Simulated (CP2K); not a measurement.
Diacetylene has these distinct C atoms: C1 (bonded to C and H) and C2 (bonded to 2 C).

```xyz
6

C     1.8741    0.3123   -0.0549
C     0.6724    0.1116   -0.0190
C    -0.6724   -0.1116    0.0190
C    -1.8741   -0.3123    0.0549
H     2.9283    0.4900   -0.0852
H    -2.9283   -0.4900    0.0852
```

Their partial C K spectra (CP2K XAS_TDP, all-electron GAPW, PBEh(45%), aug-cc-pVTZ, TDA, GW2X-corrected core level, no relativity) are given in random order, each times the number of alike atoms.

Gaussian full width 0.5 eV, oscillator strength per eV, alike atoms added, rows of zeros left out:

```tsv
E (eV)	curve 1	curve 2
284.50	0.017	0.000
284.75	0.154	0.000
285.00	0.355	0.000
285.25	0.209	0.005
285.50	0.031	0.068
285.75	0.001	0.234
286.00	0.000	0.207
286.25	0.000	0.046
286.50	0.000	0.003
288.00	0.003	0.000
288.25	0.018	0.000
288.50	0.027	0.000
288.75	0.013	0.000
289.00	0.013	0.000
289.25	0.013	0.000
289.50	0.011	0.000
289.75	0.035	0.003
290.00	0.042	0.036
290.25	0.013	0.130
290.50	0.004	0.123
290.75	0.006	0.038
291.00	0.003	0.012
291.25	0.001	0.007
291.50	0.002	0.010
291.75	0.014	0.028
292.00	0.022	0.080
292.25	0.015	0.078
292.50	0.013	0.026
292.75	0.013	0.033
293.00	0.027	0.051
293.25	0.031	0.025
293.50	0.017	0.005
293.75	0.006	0.006
294.00	0.001	0.012
294.25	0.000	0.007
294.50	0.007	0.001
294.75	0.066	0.001
295.00	0.165	0.008
295.25	0.119	0.030
```

Question: Which curve belongs to which atom?

Curve 1: C1 (bonded to C and H), leading line at 285.03 eV (f = 0.096 an atom), ionisation energy 290.52 eV, term value 5.49 eV. Curve 2: C2 (bonded to 2 C), leading line at 285.85 eV (f = 0.070 an atom), ionisation energy 291.10 eV, term value 5.25 eV. The leading line of an atom is its first one with 35 % of the strongest within 2.5 eV of its lowest line over the strength cut. A line lies at the core ionisation energy, which rises as an atom loses charge to its neighbours or to a π system, less the term value, which is large for a low π* or σ* orbital with weight on that atom.

[Banner, clock and machine lines of the logs are left out without a mark of their own.]

[Logs are printed without paths, hosts, clocks, repeated set-up lines and the standing remarks that a program may print on its own settings, such as how far it seeks lower states.]

[Hosts, paths, dates, database ids (printed as entryN), source tags and the programs' standing remarks are cut or masked in the printed files.]
